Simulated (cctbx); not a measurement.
# From intensities to atoms

Cell a = 6.9270 Å, b = 4.4040 Å, c = 7.4650 Å, α = 90.00°, β = 90.00°, γ = 90.00°; space group Pnma (no. 62); content Ce4 Ga4 Mn4.

Simulated single-crystal data (cctbx): Mo Kα, λ = 0.71073 Å, to d = 0.77 Å, 95 % of the full sphere, strongest reflection 20000 counts, noise from counting, a 3 % proportional error and a noise floor of 8 counts (s.d.); no absorption.

Charge flipping in P1 on plain amplitudes to 0.8 Å, δ = 1.1 σ, 30 % of the reflections treated as weak, 300 cycles:

```text
cycle      R  skewness
    0  0.585     0.42
   25  0.453     2.95
   50  0.339     4.02
   75  0.307     4.01
  100  0.329     3.91
  125  0.290     3.93
  150  0.319     4.03
  175  0.303     3.94
  200  0.309     3.92
  225  0.306     3.84
  250  0.308     3.88
  275  0.307     3.84
origin shift          correlation  skewness
 0.472  0.144  0.018      0.940      5.28
 0.165  0.141  0.018      0.927      3.20
 0.478  0.137  0.095      0.864      3.62
 0.461  0.135  0.397      0.848      2.96
taken: symmetry correlation 0.940, skewness 5.28
peak      x       y       z  mult  height/sigma
Q1    0.0088  0.2500  0.7086    4     14.7
Q2    0.1959  0.2500  0.0677    4      7.4
Q3    0.2055  0.7500  0.8907    4      6.1
Q4    0.2218  0.2500  0.5146    4      2.7
Q5    0.1586  0.7500  0.6405    4      2.2
Q6    0.0618  0.7500  0.1170    4      1.9
Q7    0.1339  0.7500  0.4981    4      1.6
Q8    0.0426  0.2500  0.0886    4      1.4
```

The origin is taken among those within 0.04 of the best correlation, by the skewness of the map.

Run time: 0.35 s on 1 thread of Arm Neoverse V2 (shared host), peak memory 0.07 GiB.

**Question.** Which peaks are atoms, and which elements?

Heights go roughly as Z and multiplicities must add up to the content. First model: Q1 = Ce1 (4 in the cell, height 14.7), Q2 = Ga1 (4 in the cell, height 7.4) and Q3 = Mn1 (4 in the cell, height 6.1). Against the true structure, Q1 is Ce, Q2 is Ga and Q3 is Mn; the other peaks are not atoms.

Least squares on F², isotropic:

```text
Rint 0.031, 297 unique reflections to 0.77 A
cycle     R1     wR2    GooF  max shift (A)
   1  0.3086  0.5969  24.543   0.11444
   2  0.0439  0.1079   4.438   0.00015
final R1 0.0439 wR2 0.1079 GooF 4.438  parameters 9  data/parameter 33.0
atom        x        y        z      Ueq    occ   su(xyz)  su(Uiso or U11)
Ce1    0.02074  0.25000  0.70086   0.0094  1.000  0.00015  0.0004
Ga1    0.18823  0.25000  0.06608   0.0043  1.000  0.00027  0.0005
Mn1    0.20797  0.75000  0.90587   0.0077  1.000  0.00038  0.0006
difference map: max 4.89 min -7.52 rms 0.62
Q1    0.0384  0.7500  0.3225    4    5.02  0.45 A from Ce1
Q2    0.0837  0.2500  0.7273    4    4.91  0.48 A from Ce1
Q3    0.1714  0.7500  0.9646    4    2.17  0.51 A from Mn1
Q4    0.0911  0.7500  0.2057    4    2.13  1.04 A from Ce1
Q5    0.2563  0.2500  0.3478    4    2.05  0.50 A from Mn1
```

Anisotropic refinement:

```text
Rint 0.031, 297 unique reflections to 0.77 A
cycle     R1     wR2    GooF  max shift (A)
   1  0.0439  0.1079   4.509   0.00187
   2  0.0103  0.0222   0.927   0.00000
final R1 0.0103 wR2 0.0222 GooF 0.927  parameters 18  data/parameter 16.5
atom        x        y        z      Ueq    occ   su(xyz)  su(Uiso or U11)
Ce1    0.02071  0.25000  0.70078   0.0093  1.000  0.00003  0.0001
Ga1    0.18804  0.25000  0.06621   0.0043  1.000  0.00006  0.0002
Mn1    0.20797  0.75000  0.90612   0.0082  1.000  0.00008  0.0003
difference map: max 0.62 min -0.74 rms 0.18
Q1    0.1940  0.7500  0.2676    4    0.66  1.51 A from Ce1
Q2    0.0960  0.7500  0.2216    4    0.64  0.99 A from Ce1
Q3    0.1944  0.0380  0.9722    8    0.57  1.17 A from Ga1
Q4    0.1690  0.2500  0.8624    4    0.54  1.53 A from Ga1
Q5    0.1997  0.7500  0.0006    4    0.54  0.71 A from Mn1
Q6    0.0950  0.6094  0.4563    8    0.52  1.55 A from Ce1
```

**Reading.** The refinement ends at R1 = 0.0103, wR2 = 0.0222, GooF = 0.93, with difference density between -0.74 and 0.62 e/Å³. Every site matches the true model in element, within 0.001 Å r.m.s., up to an allowed shift of origin.

True model:

| atom | mult. | x | y | z | Ueq (Å²) |
| --- | --- | --- | --- | --- | --- |
| Ce1 | 4 | 0.4793 | 3/4 | 0.7008 | 0.0093 |
| Ga1 | 4 | 0.3119 | 3/4 | 0.0661 | 0.0044 |
| Mn1 | 4 | 0.7079 | 3/4 | 0.0939 | 0.0083 |

This is a model crystal, built by substitution and not relaxed, with assumed displacement parameters.

[Middle refinement cycles are left out of these outputs.]

[Logs are printed without paths, hosts, clocks, repeated set-up lines and the standing remarks that a program may print on its own settings, such as how far it seeks lower states.]
